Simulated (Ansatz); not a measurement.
# F on Pt(111): change of the work function

How does F on the fcc site change the work function of Pt(111) as the layer fills?

Main program and level: Ansatz 0.2.0; plane-wave DFT, PBE, Ansatz PAW.

Report form: the programs' logs are mostly left out.

## 1. The starting structure

The cell holds 4 atoms: 4 Pt. Cell: a = 2.772 Å, b = 2.772 Å, c = 24.790 Å, α = 90.0°, β = 90.0°, γ = 60.0°. Vacuum lies along c.

## 2. The clean slab

The bare slab comes first, as the zero from which every change is counted. The two lowest layers are held at bulk places and the upper ones relax. The dipole correction removes the false field that a one-sided slab makes across the periodic vacuum, so each face gets a flat vacuum level of its own.

The input, input.yaml:

```yaml
crystal:
  lattice:
    - [2.7718585823, 0.0, 0.0]
    - [1.3859292911, 2.4004999479, 0.0]
    - [0.0, 0.0, 24.7896391657]
  atoms:
    - { symbol: Pt, position: [0.0, 0.0, 0.3630549013] }
    - { symbol: Pt, position: [0.3333333333, 0.3333333333, 0.4543516338] }
    - { symbol: Pt, position: [0.6666666667, 0.6666666667, 0.5456483662] }
    - { symbol: Pt, position: [0.0, 0.0, 0.6369450987] }
kpoints:
  mp_grid: { grid: [12, 12, 1] }
hamiltonian:
  xc: pbe
scf:
  occupations: { method: fermi_dirac, width: 0.1 }
  convergence: { dr2_threshold: 1.0e-08 }
efield:
  axis: 3
  dipole_correction: true
  ramp_position: 0.97
  ramp_width: 0.06
relax:
  f_tol: 0.02
  max_steps: 60
  constraints: [{ sites: [0, 1] }]
output:
  write_potential: true
  write_density: true
  volumetric_format: npy
```

Run with:

```
> ansatz run input.yaml --threads 4 --pin off --max-ram 6144MiB --backend cpu --events-out ev --progress --plain --runs-dir out
```

It took 13 s on 4 threads of Arm Neoverse V2, shared host; peak memory 0.49 GiB; 51 s of CPU time.

The steps of the relaxation:

```tsv
step	energy less that of the first step (eV)	largest force component (eV/Å)
1	0.0000	0.4882
2	-0.0114	0.3306
3	-0.0224	0.0711
4	-0.0228	0.0003
```

The run keeps the 6 symmetry operations that it works with, so distortions that break them were not tested.

The atoms that moved most (Å):

```tsv
atom	dx	dy	dz	length
Pt4	0.000	0.000	0.116	0.116
Pt3	0.000	0.000	0.044	0.044
```

The relaxed structure:

```xyz
4
Lattice="2.7719 0.0000 0.0000 1.3859 2.4005 0.0000 0.0000 0.0000 24.7896" Properties=species:S:1:pos:R:3
Pt    0.0000    0.0000    9.0000
Pt    1.3859    0.8002   11.2632
Pt    2.7719    1.6003   13.5700
Pt    0.0000    0.0000   15.9055
```

Numbers from this step:

```
energy at zero smearing        : -50090.8990 eV
work function, upper face      : 5.703 eV
work function, lower face      : 5.672 eV
dipole along the normal        : -0.001156 e·Å
step between the vacuum levels : 0.03143 eV
```

Running mean over 2.263 Å of the planar mean; the ramp of the sawtooth is left out. Electron's electrostatic potential energy less the Fermi level against z:

```tsv
z (Å)	electron's electrostatic potential energy less the Fermi level (eV)
3.5	5.67
4.0	5.67
4.5	5.67
5.0	5.67
5.5	5.66
6.0	5.61
6.5	5.42
7.0	4.60
7.5	1.20
8.0	-4.97
8.5	-9.97
9.0	-11.6
9.5	-11.9
10.0	-12.1
10.5	-12.1
11.0	-12.2
11.5	-12.1
12.0	-11.8
12.5	-11.7
13.0	-11.9
13.5	-12.1
14.0	-11.8
14.5	-11.2
15.0	-11.2
15.5	-11.5
16.0	-11.3
16.5	-9.22
17.0	-3.69
17.5	2.21
18.0	4.90
18.5	5.51
19.0	5.66
19.5	5.69
20.0	5.70
20.5	5.70
21.0	5.70
21.5	5.70
```

The relaxation took 4 steps and lowered the energy by 0.023 eV; the largest force on the free atoms ends at 3.5e-4 eV/Å.

The work function of the upper face is 5.70 eV.

## 3. Adsorbate added, k-mesh 6×6×1, coverage 0.25 ML

System of this step: Pt16F (F/Pt(111)). The cell holds 17 atoms: 16 Pt and 1 F. Its edges and angles: a = 5.544 Å, b = 5.544 Å, c = 26.085 Å, α = 90.0°, β = 90.0°, γ = 60.0°. Vacuum lies along c.

The clean slab as it ended is repeated in the plane and the adsorbate is set on one face; the cell's size fixes the coverage, and the k-mesh shrinks with it to keep the sampling density about even. Adsorbate and upper layers relax, since the dipole depends on the height.

The input, input.yaml:

```yaml
crystal:
  lattice:
    - [5.5437171645, 1.0e-10, 0.0]
    - [2.7718585822, 4.8009998959, 0.0]
    - [0.0, 0.0, 26.0847643509]
  atoms:
    - { symbol: Pt, position: [0.0, 0.0, 0.3450289939] }
    - { symbol: Pt, position: [0.1666666667, 0.1666666667, 0.4317927854] }
    - { symbol: Pt, position: [0.3333333333, 0.3333333333, 0.520225998] }
    - { symbol: Pt, position: [0.0, 0.0, 0.6097618244] }
    - { symbol: Pt, position: [0.0, 0.5, 0.3450289939] }
    - { symbol: Pt, position: [0.1666666667, 0.6666666667, 0.4317927854] }
    - { symbol: Pt, position: [0.3333333333, 0.8333333333, 0.520225998] }
    - { symbol: Pt, position: [0.0, 0.5, 0.6097618244] }
    - { symbol: Pt, position: [0.5, 0.0, 0.3450289939] }
    - { symbol: Pt, position: [0.6666666667, 0.1666666667, 0.4317927854] }
    - { symbol: Pt, position: [0.8333333333, 0.3333333333, 0.520225998] }
    - { symbol: Pt, position: [0.5, 0.0, 0.6097618244] }
    - { symbol: Pt, position: [0.5, 0.5, 0.3450289939] }
    - { symbol: Pt, position: [0.6666666667, 0.6666666667, 0.4317927854] }
    - { symbol: Pt, position: [0.8333333333, 0.8333333333, 0.520225998] }
    - { symbol: Pt, position: [0.5, 0.5, 0.6097618244] }
    - { symbol: F, position: [0.1666666667, 0.1666666667, 0.6549710061] }
kpoints:
  mp_grid: { grid: [6, 6, 1] }
hamiltonian:
  xc: pbe
scf:
  occupations: { method: fermi_dirac, width: 0.1 }
  convergence: { dr2_threshold: 1.0e-08 }
efield:
  axis: 3
  dipole_correction: true
  ramp_position: 0.97
  ramp_width: 0.06
relax:
  f_tol: 0.02
  max_steps: 60
  constraints: [{ sites: [0, 1, 4, 5, 8, 9, 12, 13] }]
output:
  dos: { projected: true, e_range: [-8, 4] }
  write_potential: true
  write_density: true
  volumetric_format: npy
  elf: true
```

Run time: 2.6 min. Hardware: 4 threads; peak memory 2.9 GiB.

This run has no spin polarisation although its electron count is odd.

The steps of the relaxation:

```tsv
step	energy less that of the first step (eV)	largest force component (eV/Å)
1	0.0000	6.0202
2	-0.9765	2.4269
3	-1.4549	1.0736
4	-1.5890	0.1932
5	-1.5821	0.3330
6	-1.5914	0.0062
```

Relaxation step 5 was tried and not accepted.

The run keeps the 6 symmetry operations that it works with, so distortions that break them were not tested.

The atoms that moved most (Å):

```tsv
atom	dx	dy	dz	length
F17	0.000	0.000	0.538	0.538
Pt15	0.000	0.000	0.095	0.095
Pt16	0.000	0.000	-0.059	0.059
Pt7	0.000	0.003	-0.028	0.028
Pt11	0.002	-0.001	-0.028	0.028
Pt3	-0.002	-0.001	-0.028	0.028
Pt4	-0.016	-0.009	-0.005	0.019
Pt8	0.000	0.019	-0.005	0.019
```

Final coordinates:

```
Pt F
1.0
     5.54372    0.00000    0.00000
     2.77186    4.80100    0.00000
     0.00000    0.00000   26.08476
Pt F
16 1
Direct
  0.00000 0.00000 0.34503
  0.16667 0.16667 0.43179
  0.33304 0.33304 0.51915
  0.99806 0.99806 0.60957
  0.00000 0.50000 0.34503
  0.16667 0.66667 0.43179
  0.33304 0.83392 0.51915
  0.99806 0.50388 0.60957
  0.50000 0.00000 0.34503
  0.66667 0.16667 0.43179
  0.83392 0.33304 0.51915
  0.50388 0.99806 0.60957
  0.50000 0.50000 0.34503
  0.66667 0.66667 0.43179
  0.83333 0.83333 0.52387
  0.50000 0.50000 0.60748
  0.16667 0.16667 0.67561
```

This step gave:

| Property | Result |
| --- | --- |
| energy at zero smearing | -201170.5421 eV |
| work function, upper face | 6.583 eV |
| work function, lower face | 5.700 eV |
| dipole along the normal | -0.1299 e·Å |
| step between the vacuum levels | 0.8829 eV |

Running mean over 2.263 Å of the planar mean; the ramp of the sawtooth is left out. The electron's electrostatic potential energy less the Fermi level by z:

```tsv
z (Å)	electron's electrostatic potential energy less the Fermi level (eV)
3.5	5.70
4.0	5.70
4.5	5.70
5.0	5.70
5.5	5.69
6.0	5.64
6.5	5.45
7.0	4.62
7.5	1.23
8.0	-4.95
8.5	-9.95
9.0	-11.6
9.5	-11.9
10.0	-12.1
10.5	-12.1
11.0	-12.2
11.5	-12.1
12.0	-11.8
12.5	-11.7
13.0	-11.9
13.5	-12.1
14.0	-11.9
14.5	-11.5
15.0	-11.5
15.5	-11.8
16.0	-11.5
16.5	-9.67
17.0	-4.31
17.5	1.63
18.0	4.49
18.5	5.49
19.0	6.23
19.5	6.54
20.0	6.58
20.5	6.58
21.0	6.58
21.5	6.58
22.0	6.58
22.5	6.58
23.0	6.58
```

The density of states has structure finer than the step of the table below, so its rows give means over 0.25 eV, whole bins alone (the curve runs from -8 to 1.98 eV). Peaks (eV: height): -4.270: 55.3, -3.250: 42.8, -3.160: 53.7, -2.980: 49.2, -2.890: 42.9, -2.530: 47.9, -0.270: 42.1.

The density of states by energy, zero at the Fermi level; means over each step:

energy (eV), density of states (states/eV a cell) and a bar:
```
    -7.75        1.9 
    -7.50        2.6 #
    -7.25        2.6 #
    -7.00        5.7 ###
    -6.75        8.8 ######
    -6.50       14.9 ############
    -6.25       13.4 ##########
    -6.00       21.8 ##################
    -5.75       25.8 #####################
    -5.50       22.2 ##################
    -5.25       15.6 ############
    -5.00       20.5 #################
    -4.75       15.2 ############
    -4.50       25.4 #####################
    -4.25       29.0 ########################
    -4.00       22.4 ##################
    -3.75       25.5 #####################
    -3.50       26.9 ######################
    -3.25       31.8 ###########################
    -3.00       35.3 ##############################
    -2.75       21.2 #################
    -2.50       21.1 #################
    -2.25       22.8 ###################
    -2.00       24.9 #####################
    -1.75       21.2 #################
    -1.50       20.7 #################
    -1.25       25.5 #####################
    -1.00       28.3 ########################
    -0.75       18.5 ###############
    -0.50       24.7 ####################
    -0.25       30.8 ##########################
     0.00       33.3 ############################
     0.25       17.0 ##############
     0.50        8.9 ######
     0.75        8.5 ######
     1.00        5.9 ####
     1.25        2.9 #
     1.50        4.8 ###
     1.75        4.4 ##
```

Projected DOS per atom over height of the atomic layer and energy from the Fermi level. Layers: Pt4 Pt4 Pt4 Pt4 F from below.

Ten even steps from '_' (0.02 states/eV) to '@' (3.22 states/eV), each cell a mean:
```
__________
__________
..____..__
::::::::__
++****++..
++----++__
++==--++__
++----++__
++----++..
==----==..
**----++::
##**++++..
==++++==::
--==++--@@
--------**
::--------
--====::..
::++==--..
..----..__
__....____
__________
__________
```
Columns: height of the atomic layer (Å) from 9 to 17.6 (not evenly spaced); rows upwards: energy from the Fermi level (eV) from -7.96 to 1.95.

Electrostatic potential energy in the ca plane at fractional y = 0.167, with atoms of Pt and F within 0.2 Å of it. With pseudopotentials it is smooth inside the atoms' cores, unlike the true potential.

Ten even steps from '0' (-47 eV) to '9' (11 eV), each cell a mean:
```
34689888888743578864468999999999999999999999
44689888888753578864468999999999999999999999
66888643588876789876679999999999999999999999
88887200158888899988889999999999999999999999
99986000038998999999999999999999999999999999
88986100048988899998899999999999999999999999
77888411378887889987789999999999999999999999
45788876788864688875578999999999999999999999
33689888898743478863368999999999999999999999
55788866788754588875578999999999999999999999
77888410378877789987789867999999999999999999
88986100048988899998898412799999999999999999
99986000038998999998898311699999999999999999
88887200158888899988889634899999999999999999
66788643588876789876678999999999999999999999
```
Columns run along c (16.0 Å, from fractional 0.34 to 0.95 of the cell; values clipped at the 3rd and 97th percentile), rows up along a (5.5 Å). Atoms in or near the plane, at fractional coordinates: Pt at (0.43, 0.17), Pt at (0.43, 0.67), F at (0.68, 0.17).

ELF in the ca plane at fractional y = 0.167, with atoms of Pt and F within 0.2 Å of it. It is the smooth field of the valence electrons, not physical close to the nuclei.

Ten even steps from '0' (0.00) to '9' (0.80), each cell a mean:
```
55432233322355432344542112110000000000000000
55432233322355432344543100000000000000000000
43333355433334332233433100000000000000000000
33333677743333321223333210000000000000000000
33333788742333221123332110000000000000000000
33333688742333221123332110000000000000000000
33333566533333322233333200000000000000000000
44332333333344432334443100000000000000000000
55432233322355432345542101000000000000000000
44332334333344432334431245420000000000000000
33333566533333322233322799841000000000000000
33333688743333221122215989962000000000000000
33333788752333221122215978962000000000000000
33333678743333321223213899952000000000000000
43333355433334332233421477631000000000000000
```
Columns run along c (16.0 Å, from fractional 0.34 to 0.95 of the cell), rows up along a (5.5 Å). Atoms in or near the plane, at fractional coordinates: Pt at (0.43, 0.17), Pt at (0.43, 0.67), F at (0.68, 0.17).

Valence density in the ca plane at fractional y = 0.167, with atoms of Pt and F within 0.2 Å of it. It is the smooth field of the valence electrons, not physical close to the nuclei.

Ten steps, logarithmic in the rise over the least value, from '0' (0 e/Å³) to '9' (11 e/Å³), each cell a mean:
```
66432233322456543346642111000000000000000000
66432333322456543345642100000000000000000000
44333466532345432234432100000000000000000000
33334789753233322223321100000000000000000000
22234899863222221122221000000000000000000000
33234799863222221223321000000000000000000000
44333577643334322234432100000000000000000000
55432344332355532345542100000000000000000000
66432233222456543356642110000000000000000000
55432344432355532345542222100000000000000000
43333678643334322233333465310000000000000000
22234799863223221122224798520000000000000000
22234899963222221122224899620000000000000000
33334789753233322223323677410000000000000000
54333466532344432234432343200000000000000000
```
Columns run along c (16.0 Å, from fractional 0.34 to 0.95 of the cell), rows up along a (5.5 Å). Atoms in or near the plane, at fractional coordinates: Pt at (0.43, 0.17), Pt at (0.43, 0.67), F at (0.68, 0.17).

The relaxation took 6 steps and lowered the energy by 1.6 eV; the largest force on the free atoms ends at 0.0062 eV/Å.

By hand: a sheet of dipoles makes a step −p/(ε₀A) in the electron's potential. With e/ε₀ = 180.95 V·Å, p = -0.1299 e·Å and A = 26.62 Å², that is −180.95 × (-0.1299) / 26.62 = +0.883 eV, and the two vacuum levels of the run differ by +0.883 eV.

The covered face has 6.58 eV, +0.88 eV against the clean one; the bare back face has moved by +0.03 eV, a measure of how thin the slab is.

## 4. Adsorbate added, k-mesh 12×12×1, coverage 1 ML

System of this step: Pt4F (F/Pt(111)). The cell holds 5 atoms: 4 Pt and 1 F. Cell: a = 2.772 Å, b = 2.772 Å, c = 26.085 Å, α = 90.0°, β = 90.0°, γ = 60.0°. Vacuum lies along c.

Another coverage, to see how the dipoles act on each other as their distance changes.

input.yaml, the sections that differ from step 3:

```yaml
crystal:
  lattice:
    - [2.7718585823, 0.0, 0.0]
    - [1.3859292911, 2.4004999479, 0.0]
    - [0.0, 0.0, 26.0847643509]
  atoms:
    - { symbol: Pt, position: [0.0, 0.0, 0.3450289939] }
    - { symbol: Pt, position: [0.3333333333, 0.3333333333, 0.4317927854] }
    - { symbol: Pt, position: [0.6666666667, 0.6666666667, 0.520225998] }
    - { symbol: Pt, position: [0.0, 0.0, 0.6097618244] }
    - { symbol: F, position: [0.3333333333, 0.3333333333, 0.6549710061] }
kpoints:
  mp_grid: { grid: [12, 12, 1] }
relax:
  f_tol: 0.02
  max_steps: 60
  constraints: [{ sites: [0, 1] }]
output:
  write_potential: true
  write_density: true
  volumetric_format: npy
# hamiltonian, scf, efield: as in step 3
```

It took 21 s on 4 threads; peak memory 0.52 GiB.

The steps of the relaxation:

```tsv
step	energy less that of the first step (eV)	largest force component (eV/Å)
1	0.0000	7.9836
2	-1.3367	2.6874
3	-1.6447	0.3782
4	-1.6600	0.0474
5	-1.6601	0.0111
```

Forces are held to the 6 operations that the run works with; a distortion that breaks them can't arise in this run.

The atoms that moved most (Å):

```tsv
atom	dx	dy	dz	length
F5	0.000	0.000	0.360	0.360
Pt4	0.000	0.000	-0.134	0.134
Pt3	0.000	0.000	-0.017	0.017
```

Final coordinates:

```xyz
5
Lattice="2.7719 0.0000 0.0000 1.3859 2.4005 0.0000 0.0000 0.0000 26.0848" Properties=species:S:1:pos:R:3
Pt    0.0000    0.0000    9.0000
Pt    1.3859    0.8002   11.2632
Pt    2.7719    1.6003   13.5527
Pt    0.0000    0.0000   15.7712
F     1.3859    0.8002   17.4445
```

Numbers from this step:

| Property | Result |
| --- | --- |
| energy at zero smearing | -50897.4119 eV |
| work function, upper face | 8.663 eV |
| work function, lower face | 5.681 eV |
| dipole along the normal | -0.1097 e·Å |
| step between the vacuum levels | 2.983 eV |

Running mean over 2.263 Å of the planar mean; the ramp of the sawtooth is left out. Table of electron's electrostatic potential energy less the Fermi level by z:

```tsv
z (Å)	electron's electrostatic potential energy less the Fermi level (eV)
4	5.68
5	5.68
6	5.62
7	4.60
8	-4.96
9	-11.6
10	-12.1
11	-12.2
12	-12.1
13	-12.2
14	-12.6
15	-12.8
16	-12.2
17	-5.11
18	3.61
19	8.06
20	8.65
21	8.66
22	8.66
23	8.66
```

The relaxation took 5 steps and lowered the energy by 1.7 eV; the largest force on the free atoms ends at 0.011 eV/Å.

The covered face has 8.66 eV, +2.96 eV against the clean one; the bare back face has moved by +0.01 eV, a measure of how thin the slab is.

## 5. Work function against coverage

This step: plane-wave DFT, PBE, Ansatz PAW; work function against coverage (Ansatz 0.2.0).

The runs are now put side by side.

Numbers from this step:

```yaml
work_function_of_the_clean_face: 5.703 eV
largest_change_of_the_work_function: 2.960 eV
```

Work function of the covered face against coverage:

```tsv
coverage (adsorbates/nm²)	work function of the covered face (eV)
0.00	5.70
3.76	6.58
15.03	8.66
```

The dipole per adsorbate comes from the change of the cell's dipole. Coverage, by row:

```tsv
coverage (1/nm²)	coverage (ML)	work function (eV)	change (eV)	dipole per adsorbate, positive end outwards (debye)	mean height of the added atoms over the highest substrate atom (Å)
3.757	0.25	6.583	0.8795	-0.601	1.723
15.03	1	8.663	2.96	-0.521	1.673
```

## 6. Outcome

```json
{"work function of the clean face": "5.70 eV", "work function at 0.25 ML": "6.58 eV", "work function at 1 ML": "8.66 eV", "dipole per adsorbate at 0.25 ML, positive end outwards": "-0.60 D"}
```

What this shows: F raises the work function of Pt(111) at the lowest coverage, by 0.88 eV: the adsorbate layer has its negative end outwards. The slab has 4 layers, at the tabulated experimental lattice constant, one starting site was run, and quantum-size effects of a slab this thin can reach one or two tenths of an eV.

[Logs are printed without paths, hosts, clocks, repeated set-up lines and the standing remarks that a program may print on its own settings, such as how far it seeks lower states.]

[Hosts, paths, dates, database ids (printed as entryN), source tags and the programs' standing remarks are cut or masked in the printed files.]

[Maps of the electrostatic potential energy from Ansatz leave out the sawtooth potential of an applied field or a dipole correction, so their vacuum need not be flat; planar profiles and work functions include it.]

[The density of states shown here was stored with 400 of the rows of the run's finer table, so its peaks can read low, often by over a quarter, or be missed, and its means over a window can be off by a tenth or more.]
